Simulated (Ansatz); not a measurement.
# CH3 on Al(100), bridge start, 2x2 cell: work function, bands and core levels, part 2 of 3

Wanted: core-level shifts and unfolded surface bands for CH3 on Al(100), bridge start, 2x2 cell.

Ansatz 0.2.0; DFT, PBE, plane-wave PAW, default files, scalar-relativistic.

So far, work function, upper face (eV): step 2 (the clean face) 4.27; step 3 (relaxation) 4.26.

**4. Layer-resolved bands, DOS and potential (continued)**

Peaks of A(k,E) at the labelled points: for each region the eleven nearest the zero at most, each over 6 % of that point's highest, less those above the energy where the solved bands run out; weight and spread sum the levels within three half widths or 0.3 eV, so near peaks share levels. Peaks of the spectral function, the first 40 of 123 rows:

```
point  weight on  E (eV)  A (1/eV)  weight near the peak  rms spread of levels (eV)
    M      total    -5.6     0.895                 0.571                      0.155
    M      total    -5.3     0.617                 0.571                      0.155
    M      total   -2.62     4.518                 2.071                      0.052
    M      total   -1.76     4.818                 2.766                      0.184
    M      total   -1.26     4.507                  2.11                      0.065
    M      total   -0.38     5.885                 3.936                      0.151
    M      total    0.96     2.938                 1.287                      0.135
    M      total    1.48      5.81                 2.898                      0.087
    M      total    2.34      1.51                 0.563                      0.091
    M      total    3.34     3.196                 1.608                      0.122
    M        top    -5.6     0.864                  0.57                      0.155
    M        top    -5.3     0.582                  0.57                      0.155
    M        top   -4.26     0.128                 0.063                      0.152
    M        top   -2.62     0.365                 0.204                      0.132
    M        top   -1.76     0.921                 0.521                      0.176
    M        top   -1.32     0.533                 0.586                      0.231
    M        top   -0.36     1.474                 0.931                      0.139
    M        top    0.96     0.816                 0.418                       0.18
    M        top    1.48     1.482                 0.758                      0.103
    M        top    2.34     0.499                 0.214                      0.124
    M        top    3.34     0.627                 0.317                      0.125
    M     middle   -2.62      2.75                 1.253                      0.011
    M     middle   -1.76     1.728                 1.083                      0.201
    M     middle   -1.26     2.557                 1.259                      0.063
    M     middle   -0.38      2.18                 1.402                      0.146
    M     middle    0.96     0.993                 0.417                      0.116
    M     middle    1.48     1.923                  0.96                      0.086
    M     middle    2.34     0.408                 0.131                      0.063
    M     middle    3.34      1.37                  0.68                      0.113
    M     bottom   -2.62       1.4                 0.613                      0.006
    M     bottom   -1.76     2.166                  1.16                      0.159
    M     bottom   -1.26     1.429                 0.628                      0.066
    M     bottom   -0.38     2.235                 1.601                       0.16
    M     bottom    0.96     1.128                 0.451                      0.093
    M     bottom    1.48     2.401                 1.179                      0.076
    M     bottom    2.34     0.603                 0.217                      0.057
    M     bottom    3.34     1.197                  0.61                      0.127
    Γ      total    -5.6     0.584                 0.324                      0.153
    Γ      total    -5.3     0.398                 0.324                      0.153
    Γ      total   -4.24     1.058                 0.947                      0.158
```

The DOS has structure finer than the step of the table below, so its rows give means over 0.5 eV, whole bins alone (the curve runs from -14.5 to 3.23 eV). Peaks (eV: height): total -5.47: 13.6, -0.68: 10.4, 1.62: 13.5, 2.92: 11.7; Al 3p -1.57: 7.14, -0.57: 7.37, 1.62: 8.97, 2.92: 7.42; Al 3s -3.98: 2.94, -2.77: 3.04, 0.42: 2.74, 1.82: 3.53; C 2p -5.47: 5.06; H 1s -12.47: 2.50, -5.47: 3.14.

The DOS by E, zero at the Fermi level; means over each step; values in states/eV/cell:

```
E (eV)   total    Al 3p    Al 3s     C 2p     H 1s     C 2s
 -13.5       0        0        0        0        0        0
 -13.0   0.128  0.00712  0.00394   4.9e-4   0.0471   0.0670
 -12.5    3.81    0.214    0.116   0.0148     1.41     2.00
 -12.0  0.0607  0.00344  0.00182   2.4e-4   0.0224   0.0318
 -11.5  1.5e-5        0   1.3e-5        0        0        0
 -11.0   0.228   0.0485    0.179   2.2e-4   2.6e-5   2.2e-4
 -10.5    1.30    0.448    0.850  0.00107   2.4e-4   9.8e-4
 -10.0    1.76    0.859    0.891  0.00198   6.0e-4  0.00142
  -9.5    2.78     1.51     1.26  0.00453  0.00145  0.00260
  -9.0    2.93     1.76     1.16  0.00457  0.00167  0.00164
  -8.5    3.01     1.87     1.12  0.00712  0.00236  0.00190
  -8.0    4.47     2.80     1.63   0.0165  0.00528  0.00344
  -7.5    4.23     2.71     1.48   0.0211  0.00711  0.00227
  -7.0    4.11     2.67     1.38   0.0294   0.0106  0.00145
  -6.5    5.37     3.41     1.81   0.0805   0.0327  0.00194
  -6.0    6.62     3.66     1.94    0.616    0.344  0.00277
  -5.5    11.5     3.84     1.84     3.51     2.16  0.00127
  -5.0    6.86     3.89     2.12    0.502    0.287   4.6e-4
  -4.5    5.32     3.14     1.80    0.245   0.0886   3.2e-4
  -4.0    7.93     4.68     2.68    0.398   0.0744  0.00138
  -3.5    7.22     4.38     2.17    0.502   0.0739  0.00491
  -3.0    7.95     5.04     2.37    0.363   0.0489   0.0109
  -2.5    8.62     5.72     2.30    0.389   0.0517   0.0157
  -2.0    7.21     4.96     1.89    0.193   0.0267   0.0116
  -1.5    9.02     6.19     2.42    0.158   0.0310   0.0179
  -1.0    8.43     5.79     2.22    0.136   0.0275   0.0238
  -0.5    9.13     6.44     2.23   0.0961   0.0246   0.0201
   0.0    8.63     5.87     2.27   0.0810   0.0220   0.0218
   0.5    8.99     5.95     2.42   0.0841   0.0183   0.0208
   1.0    8.17     5.38     2.16   0.0656   0.0194   0.0193
   1.5    11.5     7.64     2.84   0.0587   0.0326   0.0303
   2.0    9.93     6.34     2.59   0.0477   0.0343   0.0367
   2.5    9.51     6.21     2.21   0.0418   0.0327   0.0310
```

This run's widths, added to any smearing of the DOS itself: Gaussian 0.2 eV, Lorentzian 0.2 eV. Table of intensity by binding energy, zero at the Fermi level; values in % of the maximum within 13 eV:

```
binding energy (eV)  21.2 eV  40.8 eV  1486.7 eV  8047.8 eV
                 -1    0.223    0.377       2.59       2.49
                  0     2.35     4.95       44.7       42.9
                  1     5.79     11.1       88.3       84.4
                  2     6.67     11.4       77.4       74.3
                  3     10.7     16.1       90.3       88.7
                  4     12.5     17.8       99.0       99.1
                  5     22.3     25.2       80.1       79.7
                  6     24.0     26.8       73.9       73.1
                  7     3.37     5.84       54.5       54.4
                  8     2.37     4.98       60.5       60.9
                  9     1.45     3.23       44.3       45.3
                 10    0.982     2.14       32.6       34.3
                 11    0.296    0.902       8.72       9.08
                 12        -     4.56       8.50       4.88
                 13        -     5.25       9.24       4.98
                 14        -    0.486       1.11      0.771
```

Maxima picked by a test of local sharpness, so broad peaks and shoulders can be missing; peaks within 0.45 eV of a curve's cut are left out. Valence peaks, by row:

```
photon energy (eV)  binding energy (eV)  height (% of the maximum within 13 eV)  main shell  its share (%)
              21.2                  5.5                                     100        C 2p          63.59
              21.2                  3.5                                   13.62        C 2p          73.32
              21.2                 2.75                                   11.96        C 2p          69.42
              40.8                 12.5                                   49.59        C 2s          71.69
              40.8                  7.2                                   6.213       Al 3s          39.93
              40.8                  5.5                                     100        C 2p          75.55
              40.8                 3.55                                   18.93        C 2p          62.08
              40.8                 2.75                                   17.93        C 2p          55.01
              40.8                  1.6                                   12.48        C 2p          34.63
              40.8                  0.9                                   11.35       Al 3p          35.33
              1487                 12.5                                   83.64        C 2s          92.46
              1487                 9.55                                   46.06       Al 3s          91.27
              1487                    9                                   44.47       Al 3s          89.53
              1487                 8.05                                   61.81       Al 3s          88.55
              1487                 7.25                                   65.37       Al 3s          87.71
              1487                  6.3                                   77.94       Al 3s          87.53
              1487                 5.75                                   76.64       Al 3s          85.07
              1487                 4.85                                    82.8       Al 3s          87.75
              1487                 3.95                                     100       Al 3s          88.01
              1487                  2.8                                   99.78       Al 3s          85.74
              1487                 1.55                                   95.51       Al 3s           83.2
              1487                  0.7                                   93.61       Al 3s          81.97
              8048                 12.5                                   42.66        C 2s          87.21
              8048                 10.5                                   31.26       Al 3s          98.78
              8048                  9.6                                   47.97       Al 3s          98.55
              8048                 9.05                                   45.53       Al 3s          98.31
              8048                  8.1                                   62.34       Al 3s          98.16
              8048                 7.25                                   65.38       Al 3s          98.05
              8048                  6.3                                   77.64       Al 3s          98.03
              8048                  5.8                                   74.71       Al 3s          97.75
              8048                 4.85                                   82.54       Al 3s          98.11
              8048                 3.95                                     100       Al 3s          98.14
              8048                  2.8                                   98.49       Al 3s          97.61
              8048                 1.55                                   91.62       Al 3s          97.07
              8048                  0.7                                   88.83       Al 3s           96.8
```

The planar mean, electrostatic potential oscillates, so the rows of the table below give means over windows of 2.08 Å about each position, cut where the curve ends. Its maxima inside the range that stand out by 2 % of the span (Å: eV): 8.5: -2.14, 10.6: -2.09, 12.5: -2.13, 14.6: -2.13, 17.1: 2.68. Its minima: 7.5: -5.89, 9.6: -6.10, 11.5: -6.04, 13.6: -6.11, 15.5: -5.95, 18.0: 0.0248.

From the Fermi level. The planar mean, electrostatic potential by z; means over each step:

z (Å), planar mean, electrostatic potential (eV) and a bar from the least value:
```
     1.04       4.30 ##############################
     3.12       4.31 ##############################
     5.20       3.91 #############################
     7.28      -3.67 ###
     9.36      -4.61 
    11.44      -4.55 
    13.52      -4.60 
    15.60      -4.07 ##
    17.68       1.68 #####################
    19.76       4.17 ##############################
    21.84       4.27 ##############################
    23.92       4.27 ##############################
```

Shapes are the site's partial DOS without matrix elements, which overweights lines from ligand s bands. Table of intensity by emission energy less the core level's binding energy, zero at the Fermi level; read off at these points; 7 of 9 lines; values in % of the unpolarised maximum:

```
emission energy less the core level's binding energy (eV)     C K  C K, E along x  C K, E along y  C K, E along z  Al K-beta  Al K-beta, E along x  Al K-beta, E along y
                                                    -14.0  0.0241          0.0244          0.0243          0.0236      0.721                 0.689                 0.689
                                                    -13.5  0.0302          0.0276          0.0274          0.0356      0.928                 0.831                 0.830
                                                    -13.0   0.107          0.0321          0.0313           0.257       1.66                  1.16                  1.16
                                                    -12.5   0.430          0.0401          0.0362            1.21       2.99                  1.72                  1.71
                                                    -12.0   0.102          0.0425          0.0418           0.223       2.13                  1.69                  1.68
                                                    -11.5  0.0493          0.0492          0.0491          0.0497       2.28                  2.18                  2.18
                                                    -11.0  0.0646          0.0591          0.0589          0.0759       4.40                  4.23                  4.23
                                                    -10.5   0.100          0.0739          0.0736           0.153       9.90                  10.1                  10.1
                                                    -10.0   0.154          0.0954          0.0952           0.271       17.4                  17.6                  17.6
                                                     -9.5   0.247           0.133           0.133           0.475       25.6                  25.5                  25.5
                                                     -9.0   0.292           0.188           0.188           0.500       30.8                  32.8                  32.8
                                                     -8.5   0.446           0.275           0.276           0.785       36.6                  38.0                  38.0
                                                     -8.0   0.788           0.469           0.472            1.42       44.8                  44.5                  44.5
                                                     -7.5    1.12           0.851           0.858            1.66       48.4                  50.1                  50.1
                                                     -7.0    1.79            1.69            1.71            1.97       50.4                  53.9                  53.9
                                                     -6.5    4.81            5.34            5.39            3.70       57.2                  59.9                  59.9
                                                     -6.0    32.1            45.1            44.6            6.56       64.1                  64.6                  64.6
                                                     -5.5    98.6             144             143            8.62       66.2                  68.3                  68.3
                                                     -5.0    28.7            37.6            38.2            10.2       66.8                  71.2                  71.1
                                                     -4.5    11.0            7.43            7.60            18.1       65.2                  69.2                  69.2
                                                     -4.0    14.2            3.26            3.28            36.1       75.5                  80.3                  80.2
                                                     -3.5    16.6            2.19            2.19            45.5       79.6                  82.8                  82.8
                                                     -3.0    13.7            1.53            1.52            38.1       86.5                  91.3                  91.2
                                                     -2.5    13.0            1.32            1.32            36.4       93.9                  98.6                  98.6
                                                     -2.0    7.67           0.858           0.847            21.3       93.3                  93.7                  93.7
                                                     -1.5    5.69           0.869           0.869            15.3       98.0                  93.6                  93.6
                                                     -1.0    4.79           0.749           0.750            12.9       98.6                  91.2                  91.2
                                                     -0.5    3.56           0.652           0.633            9.39       92.9                  85.8                  85.8
                                                      0.0    1.51           0.305           0.273            3.78       50.8                  45.8                  45.8
                                                      0.5   0.200          0.0714          0.0691           0.438       14.7                  13.4                  13.4
                                                      1.0  0.0946          0.0491          0.0487           0.184       6.25                  5.85                  5.85
```

Sums over each group's atoms; left-over states aren't shared out by site. Site centres, by row:

```
       group  element  shell  occupied states  centre of occupied part (eV)  centre up to the window's top (eV)
   adsorbate        H     1s            2.394                        -7.454                              -6.997
   adsorbate        C     2s            1.118                         -11.9                              -10.74
   adsorbate        C     2p            3.664                        -4.671                              -4.369
     layer 1       Al     3s            4.091                        -4.522                              -3.002
     layer 1       Al     3p            7.511                        -3.528                               -1.41
     layer 2       Al     3s            3.635                        -4.936                              -2.633
     layer 2       Al     3p            8.127                        -4.387                              -2.522
     layer 3       Al     3s            3.772                        -4.691                              -2.771
     layer 3       Al     3p            8.101                        -4.302                              -2.492
other layers       Al     3s            7.973                        -4.576                              -2.753
other layers       Al     3p            15.65                        -3.863                              -1.829
```

Window up to 3.2 eV. Shell moments, by row:

```
element  shell  occupied states an atom  centre of occupied part (eV)  rms width of occupied part (eV)  centre up to the window's top (eV)  rms width up to the window's top (eV)
      H     1s                   0.7981                        -7.454                            3.494                              -6.997                                  3.981
      C     2s                    1.118                         -11.9                            2.484                              -10.74                                  4.526
      C     2p                    3.664                        -4.671                            1.505                              -4.369                                  1.984
     Al     3s                   0.9736                        -4.654                            2.935                              -2.781                                  3.833
     Al     3p                    1.969                        -3.998                            2.754                              -2.002                                  3.554
```

(Part 2 of 3 ends here.)

[Logs are printed without paths, hosts, clocks, repeated set-up lines and the standing remarks that a program may print on its own settings, such as how far it seeks lower states.]

[Hosts, paths, dates, database ids (printed as entryN), source tags and the programs' standing remarks are cut or masked in the printed files.]

[Maps of the electrostatic potential energy from Ansatz leave out the sawtooth potential of an applied field or a dipole correction, so their vacuum need not be flat; work functions include it.]
